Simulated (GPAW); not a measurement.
Records of electronic-structure calculations.

A GW chain in GPAW: P (puckered monolayer). The cell holds 4 atoms: 4 P. Cell: a = 4.363 Å, b = 3.278 Å, c = 13.000 Å, α = 90.0°, β = 90.0°, γ = 90.0°. Vacuum lies along c. The calculation used DFT, LDA, plane waves, PAW (and 1 further level or step) in GPAW 26.7.0, with cutoff 550 eV, GPAW PAW setups 1.2.1 data release, 6×8×1 k-mesh in one of its runs. The LDA gap is 0.57 eV, indirect (only 10 meV under the direct gap). The G0W0 gap on the mesh is 1.33 eV, the GW settings are 6×8×1 mesh, 140 bands, screening to 48 eV, full frequency, Hilbert transform and the known limits are not at the basis limit. It took 5 runs, 9.8 min in all on 4 MPI ranks of Arm Neoverse V1, shared host (the runs of this entry). G0W0 moves the gap on the mesh from 0.58 eV to 1.33 eV (+0.75 eV), with Z of 0.70 and 0.70 at the edges. Only 1 of the mesh's irreducible points was corrected, so a valley elsewhere could overtake. Values taken over the cell's volume include its vacuum. The start is a generated structure, not a measured one. Bands and cutoff are finite, so the gap is not at the basis limit. The miss can reach some tenths of an eV and take either sign; the mesh is an error of its own.

[Runs of the session that timed out or met a known fault of the program may be left out.]

[Hosts, paths, dates, database ids (printed as entryN), source tags and the programs' standing remarks are cut or masked in the printed files.]
